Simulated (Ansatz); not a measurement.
## Ga2S3 (Imm2): band gap by G0W0 on LDA

How far does one-shot GW move the LDA gap of Ga2S3 (Imm2)?

Method: LDA, then G0W0 on it, plane waves, PAW, in Ansatz 0.2.0.

## Step 1: Set-up

Symmetry: Imm2, No. 44, orthorhombic system. The conventional cell has a = 3.673 Å, b = 11.141 Å, c = 5.346 Å, α = 90.00°, β = 90.00°, γ = 90.00°. Ga has 4 S at 2.20 to 2.32 Å nearest. S has 3 Ga at 2.32 Å nearest. Nearest to S lie 2 Ga at 2.20 Å. Farther neighbours and most contacts between anions are not listed.

The cell and positions are those that the Materials Project relaxed with its own functionals (PBE, PBE+U or r2SCAN), kept fixed.

The logs state that the PAW files were generated under PBE.

## Step 2: Bands along the symmetry lines

Levels along a band path and on the mesh show where this functional puts the band edges.

This step: DFT, LDA, plane waves, PAW; PAW set soft_1.

input.yaml reads:

```yaml
crystal:
  lattice:
    - [-1.83633776, 5.57061928, 2.67305246]
    - [1.83633776, -5.57061928, 2.67305246]
    - [1.83633776, 5.57061928, -2.67305246]
  atoms:
    - { symbol: Ga, position: [0.16642079, 0.00736566, 0.15905513] }
    - { symbol: Ga, position: [0.84831053, 0.00736566, 0.84094487] }
    - { symbol: S, position: [0.90747666, 0.24172383, 0.66575283] }
    - { symbol: S, position: [0.575971, 0.24172383, 0.33424717] }
    - { symbol: S, position: [0.25182003, 0.25182003, 0.0] }
kpoints:
  mp_grid: { grid: [8, 8, 8] }
  band_path:
    path:
      - [[0.0, 0.0, 0.0], [0.5, -0.5, 0.5], [0.27716678, -0.27716678, 0.72283322]]
      - [[-0.27716678, 0.27716678, 0.27716678], [0.0, 0.0, 0.0], [0.30756361, 0.30756361, -0.30756361]]
      - [[0.69243639, -0.30756361, 0.30756361], [0.5, -0.5, 0.5]]
      - [[0.0, 0.0, 0.0], [0.0, 0.5, 0.0], [0.25, 0.25, 0.25], [0.5, 0.0, 0.0], [0.0, 0.0, 0.0], [0.0, 0.0, 0.5], [0.25, 0.25, 0.25]]
    npoints: 10
hamiltonian:
  xc: lda
  pseudopotentials: { kind: paw, azcp: { folder: soft_1 }, xc_functional: pbe }
scf:
  occupations: { method: fermi_dirac, width: 0.02 }
  n_extra_bands: 5
output:
  eigenvalues: true
  write_density: true
  write_potential: true
  elf: true
  volumetric_format: npy
```

Started as:

```bash
$ ansatz run input.yaml --threads 2 --pin off --max-ram 73728MiB --backend cuda --events-out ev --progress --plain --runs-dir out --devices 1 --max-vram 13GiB
```

Numbers of over 12 decimals in the logs are rounded to 6 here.

The log of the run:

```text
basis.fft_grid_basis auto: the FFT boxes are laid along the combinations [[1, 1, 0], [0, 1, 0], [0, 1, 1]] of the cell's own vectors, 5.346, 6.446 and 3.673 Å long. The dense box has 36×45×25 points. Along the cell's own vectors, as sized, it would have 45×45×45, 2.25 times as many. Of the 4 symmetry operations that the crystal satisfies within crystal.symmetry.tolerance (time reversal apart; of a slab, those that ke [...]
scf.n_extra_bands = 5 over 22 filled bands (N_el = 44.0): the run solves 27 bands
GPUs: using 1 of 1 available (devices: 1).
Engine: ansatz 0.2.0, x86_64-unknown-linux-gnu
Pseudopotentials: kind: paw
Pseudopotential: Ga, paw, valence charge 13, recommended cutoff 420 eV (normal), soft_1/Ga.paw.azcp
Pseudopotential: S, paw, valence charge 6, recommended cutoff 420 eV (normal), soft_1/S.paw.azcp
Functional definition: SPW92
  exchange = slater_x
  correlation = pw_c
device memory: the entry about to start is reckoned to put 2.8 GiB on a device that reports 74.2 GiB free (of which the cap on the GPU budget leaves the run 13.0 GiB)
GPU FFT provider: cuFFT
GPU libraries: cuBLAS 13.8.2, cuFFT 12.4.0, cuSOLVER 12.3.4
Crystal: 5 atoms, lattice volume = 109.376 Å³
Basis set: ecut = 420 eV, 2133 PW (Γ), FFT grids on a1+a2, a2, a2+a3
Bands: 27, of which v1, the nominal top of the filled ones, is band 22 counted from 1 (21 counted from 0)
Symmetry: 4 space group operations
Space group: Imm2 (ITA 44), of the structure as read, at distance tolerance 4.8e-5 Å
k-points: 95 of 512 (time reversal used)
Non-local potential: Ga, projectors of the file, l = 0: 2, l = 1: 2, l = 2: 3, l = 3: 1
Non-local potential: S, projectors of the file, l = 0: 2, l = 1: 2, l = 2: 1
PAW form: soft (Blöchl's): semilocal exchange-correlation on the pseudo side does not see the compensation charge
PAW frozen core: Ga, regenerated for the run's functional, and the local potential with it (the file was generated under x = pbe(κ = 0.804, μ = 0.219515), c = pbe(β = 0.066725))
PAW frozen core: S, regenerated for the run's functional, and the local potential with it (the file was generated under x = pbe(κ = 0.804, μ = 0.219515), c = pbe(β = 0.066725))
PAW one-centre angular grid: Ga, 590 points (default); XC on 64 Gauss nodes
PAW one-centre angular grid: S, 110 points (default); XC on 64 Gauss nodes
Initial density: superposition of atomic densities (chi_scale 0.1, normalization cell, long waves kept (reshape's long-wave potential 0.05 eV rms))
Initial wavefunctions: pseudopotential atomic-orbital guess
GPU buffer pool allocated for 40500 grid points (all kernels)
GPU transforms: local potential and band sums: pruned to the plane-wave sphere, on 36×45×25
Functional: x = slater, c = lda
SCF iter   1: F=—  HF=-10026.433676 eV  |F-HF|=—  |Δ(HF+E_count)|=         —  Δρ=4.81e-2  dr2=1.65e0  ethr=3.10e-3  ⟨swp⟩=7.5  Hψ=13079  notcnv=0
preconditioner: auto → Resta (q_TF=auto, 2.344 Å⁻¹)  ε∞=3.7  [insulator: Δε(μ)=1.680 eV  Ē_g=14.266 eV  σ=0.020 eV  W_gap=1.00  n_scr=20 (ndim 8)  ℏωp=23.6 eV  f_vac=0.000  D(μ)=0.00/eV (n_scr^D=0)  ε∞_Penn≈3.7]
SCF iter   2: F=—  HF=-10026.012990 eV  |F-HF|=—  |Δ(HF+E_count)|=   4.21e-1  Δρ=2.23e-2  dr2=3.98e-1  ethr=3.10e-3  ⟨swp⟩=3.0  Hψ=5787  notcnv=0  defer=95
SCF iter   3: F=—  HF=-10025.872698 eV  |F-HF|=—  |Δ(HF+E_count)|=   1.40e-1  Δρ=6.01e-3  dr2=3.22e-2  ethr=9.04e-4  ⟨swp⟩=2.2  Hψ=4911  notcnv=0  defer=95
SCF iter   4: F=—  HF=-10025.848941 eV  |F-HF|=—  |Δ(HF+E_count)|=   2.38e-2  Δρ=1.96e-3  dr2=4.27e-3  ethr=7.31e-5  ⟨swp⟩=3.0  Hψ=5275  notcnv=0  defer=95
SCF iter   5: F=—  HF=-10025.849531 eV  |F-HF|=—  |Δ(HF+E_count)|=   5.91e-4  Δρ=7.15e-4  dr2=6.60e-4  ethr=9.70e-6  ⟨swp⟩=2.0  Hψ=4570  notcnv=0  defer=95
SCF iter   6: F=—  HF=-10025.849468 eV  |F-HF|=—  |Δ(HF+E_count)|=   6.34e-5  Δρ=1.56e-4  dr2=3.99e-5  ethr=1.50e-6  ⟨swp⟩=2.7  Hψ=4254  notcnv=0  defer=95
SCF iter   7: F=—  HF=-10025.849605 eV  |F-HF|=—  |Δ(HF+E_count)|=   1.37e-4  Δρ=6.14e-5  dr2=4.76e-6  ethr=9.06e-8  ⟨swp⟩=2.8  Hψ=4666  notcnv=0  defer=95
SCF iter   8: F=—  HF=-10025.849605 eV  |F-HF|=—  |Δ(HF+E_count)|=   3.99e-7  Δρ=1.80e-5  dr2=4.84e-7  ethr=1.08e-8  ⟨swp⟩=2.1  Hψ=3501  notcnv=0  defer=95
SCF iter   9: F=-10025.849605 eV  HF=-10025.849605 eV  |F-HF|=1.27e-8  |Δ(HF+E_count)|=   1.32e-7  Δρ=4.97e-6  dr2=3.56e-8  ethr=2.27e-10  ⟨swp⟩=10.2  Hψ=9504  notcnv=0
SCF 1 converged in 9 iterations: F = -10025.849605 eV  dr2 = 3.56e-8
  greatest PAW one-centre occupation: 0.995 electrons in one spin orbital (limit 2), on the Ga atom at site 0 (counted from 0), in its partial waves of l = 2
device memory: the entry about to start is reckoned to put 1.0 GiB on a device that reports 69.1 GiB free (of which the cap on the GPU budget leaves the run 13.0 GiB)
NSCF: frozen V_eff on 114 k-points
SCF converged after 9 iterations
Free energy (F): -10025.849605 eV
Harris-Foulkes:  -10025.849605 eV  (|F-HF|=1.27e-8)
Internal energy: -10025.849605 eV  (E = F + TS)
E sigma→0 (E₀):  -10025.849605 eV
Fermi energy:    6.142097 eV
--- Per-component energies (eV) ---
  E_band       = -200.847046
  E_kinetic    = 540.362854
  E_local      = -4060.105182  (includes V_loc(G=0)·N_el)
  E_nonlocal   = -73.034573
  E_hartree    = 2304.733053
  E_xc         = -388.819774
  E_vxc        = -359.331585  (∫ρ·V_xc dr)
  E_paw        = -5565.934199  (= ΣΔE_a)
  E_vpaw       = -858.205208  (= ΣTr[D̂ρ^β])
  E_aug_tail   = -0.000422  (compensation charges beyond the density's cutoff)
  E_ewald      = -2786.967918
  E_core_change = 3.916556  (= ΣΔE_core)
  E_smearing   = -0.000000  (= −TS)
  E_closure    = -0.000000  (closes the sum)
  Σ components = -10025.849605   (vs F -10025.849605, Δ=0.00e0)
--- Band table (eV; the first three rows and the last of 95) ---
  k-point 0: bands = [... 18 lower, 3.2825, 4.4162, 4.4942, 5.3752, 6.7568, 7.9372, 9.4773, 10.5181, ... 1 higher]
  k-point 1: bands = [... 18 lower, 2.7764, 4.2567, 4.3023, 4.9048, 7.4711, 8.7277, 9.8370, 10.2218, ... 1 higher]
  k-point 2: bands = [... 18 lower, 2.5319, 3.6299, 3.9124, 4.3269, 8.1894, 9.1524, 9.4899, 9.7060, ... 1 higher]
  k-point 94: bands = [... 18 lower, 3.2681, 3.4741, 3.5462, 5.5064, 7.5065, 7.7468, 7.8099, 10.2438, ... 1 higher]
```

Run time: 12 s. Hardware: 1 × NVIDIA H100 80GB HBM3 (shared by 6 runs) with 2 threads of AMD EPYC 7R13 (Zen 3), shared host; peak memory 0.97 GiB; 5.2 s of CPU time.

In the SCF lines HF is the Harris–Foulkes energy and dr2 the Hartree energy of the density residual, in eV; the loop may stop once dr2 is under the threshold and the program's other checks hold. Hψ counts applications of the Hamiltonian.

Numbers from this step:

```yaml
filled_bands: 22
gap: 1.250 eV
valence_top_at: X
conduction_bottom_at: Γ
least_direct_gap: 1.382 eV
```

Over mesh and path the gap is 1.250 eV, from k = (0.500, -0.500, 0.500) to k = Γ. The least direct gap found is 1.382 eV, at k = Γ.

Electronic bands along the path, in eV, zero at the top of the highest nominally filled band:

```csv
point,band 19,band 20,band 21,band 22,band 23,band 24,band 25,band 26
Γ,-2.22,-1.09,-1.01,-0.13,1.25,2.43,3.97,5.01
halfway,-2.08,-2.08,-1.37,-0.07,1.81,2.26,3.42,4.86
X,-2.24,-2.03,-1.96,0.00,2.00,2.24,2.30,4.74
halfway,-2.92,-2.21,-1.99,-0.89,2.49,2.50,3.34,3.95
F0,-2.89,-2.42,-1.87,-1.80,2.27,2.65,2.68,3.02
jump to Σ0,-2.89,-2.42,-1.87,-1.80,2.27,2.65,2.68,3.02
halfway,-3.07,-2.02,-1.51,-1.24,2.68,3.75,4.01,4.05
Γ,-2.22,-1.09,-1.01,-0.13,1.25,2.43,3.97,5.01
halfway,-2.42,-2.27,-1.58,-0.27,2.30,2.39,3.67,4.82
Λ0,-2.36,-1.80,-1.44,-0.18,1.66,2.07,2.93,5.07
jump to G0,-2.36,-1.80,-1.44,-0.18,1.66,2.07,2.93,5.07
halfway,-2.07,-1.85,-1.70,-0.05,1.86,2.07,2.37,4.79
X,-2.24,-2.03,-1.96,0.00,2.00,2.24,2.30,4.74
jump to Γ,-2.22,-1.09,-1.01,-0.13,1.25,2.43,3.97,5.01
halfway,-3.03,-1.89,-1.41,-0.90,2.30,3.05,4.06,5.05
R,-3.33,-2.04,-1.60,-1.30,2.05,3.04,4.35,4.86
halfway,-3.06,-2.06,-1.75,-1.31,2.22,3.04,4.39,4.77
W,-2.64,-2.39,-1.78,-1.34,2.40,3.02,4.42,4.72
halfway,-2.51,-2.16,-1.72,-0.96,2.81,3.09,4.51,4.74
S,-2.57,-2.07,-1.61,-0.25,1.77,2.50,3.72,4.54
halfway,-2.31,-2.27,-1.35,-0.22,2.09,2.39,3.84,4.65
Γ,-2.22,-1.09,-1.01,-0.13,1.25,2.43,3.97,5.01
halfway,-2.97,-1.88,-1.59,-1.18,2.68,3.65,3.98,4.20
T,-2.57,-2.56,-2.12,-1.88,2.22,2.33,3.18,3.87
halfway,-2.66,-2.44,-1.94,-1.66,2.61,2.71,3.18,4.14
W,-2.64,-2.39,-1.78,-1.34,2.40,3.02,4.42,4.72
```

ELF in the bc plane of the conventional cell at fractional x = 0.000, with atoms of Ga and S within 0.2 Å of it. It is the smooth field of the valence electrons, not physical close to the nuclei.

Values, 8 rows by 16 columns, each cell a mean:
```
0.23 0.22 0.11 0.17 0.19 0.19 0.10 0.03 0.03 0.06 0.18 0.19 0.20 0.11 0.19 0.23
0.04 0.13 0.19 0.18 0.07 0.02 0.02 0.05 0.06 0.03 0.01 0.05 0.16 0.20 0.15 0.06
0.01 0.03 0.07 0.05 0.03 0.03 0.03 0.05 0.06 0.04 0.03 0.03 0.05 0.07 0.05 0.02
0.34 0.09 0.02 0.04 0.17 0.23 0.09 0.03 0.03 0.07 0.21 0.21 0.05 0.02 0.05 0.29
0.85 0.49 0.06 0.23 0.63 0.70 0.49 0.11 0.07 0.40 0.67 0.69 0.33 0.05 0.35 0.81
0.41 0.66 0.21 0.47 0.70 0.32 0.75 0.38 0.23 0.76 0.37 0.61 0.60 0.18 0.56 0.52
0.48 0.64 0.25 0.42 0.77 0.49 0.87 0.45 0.27 0.88 0.57 0.69 0.55 0.24 0.53 0.61
0.62 0.34 0.08 0.17 0.57 0.78 0.70 0.19 0.09 0.60 0.80 0.65 0.26 0.06 0.24 0.60
```
Columns run along b (11.1 Å), rows up along c (5.3 Å), edges of the conventional cell, whose origin can differ from the input's. Atoms in or near the plane, at fractional coordinates: Ga at (0.16, 0.01), Ga at (0.84, 0.01), S at (0.67, 0.24), S at (0.33, 0.24), S at (0.00, 0.25).

Valence density in the bc plane of the conventional cell at fractional x = 0.000, with atoms of Ga and S within 0.2 Å of it. It is the smooth field of the valence electrons, not physical close to the nuclei.

Ten steps, logarithmic in the rise over the least value, from '_' (0 e/Å³) to '@' (35 e/Å³), each cell a mean:
```
____..--##%%++..______________________________..--##%%++::____
______..----::__________________________________..::--::..____
________....______________________________________....________
______________________________________________________________
______________________________________________________________
______________________________________________________________
______________________________________________________________
....______________......______________........____________....
::::..__________..::::::..__________..::::::::..________..::::
::::::..______..::::::::::..________::::::::::..________..::::
..::::..____....::::..::::..______..::::..::--::..____..::::::
::::::::::::....::--::--::..________::--::::::::..::::::::::::
::::::--****==::::::::::..__________..::::::::..::++**==::::::
......==@@@@**::........________________........==%%@@##::....
```
Columns run along b (11.1 Å), rows up along c (5.3 Å), edges of the conventional cell, whose origin can differ from the input's. Atoms in or near the plane, at fractional coordinates: Ga at (0.16, 0.01), Ga at (0.84, 0.01), S at (0.67, 0.24), S at (0.33, 0.24), S at (0.00, 0.25).

(Part 1 of 2 ends here.)

[Paths, hosts, dates, memory and timing lines, banners, echoed tables and standing remarks are left out of the program output.]

[Logs are printed without paths, hosts, clocks, repeated set-up lines and the standing remarks that a program may print on its own settings, such as how far it seeks lower states.]

[Runs of the session that timed out or met a known fault of the program may be left out.]

[Cells called generated may have been cut or substituted from an entry of the Crystallography Open Database or the Materials Project.]

[Hosts, paths, dates, database ids (printed as entryN), source tags and the programs' standing remarks are cut or masked in the printed files.]

[Where an RPA ε∞ is given, it is that of the G0W0 mesh and is not shown converged in it. Names of k-points follow the symmetry that the program found, which can be lower than the space group named. Band edges on a path are those of the sampled points; other points can move an edge, and change direct to indirect where valleys lie close.]

[Hybrid gaps are those of their k-mesh and are not shown converged in it.]
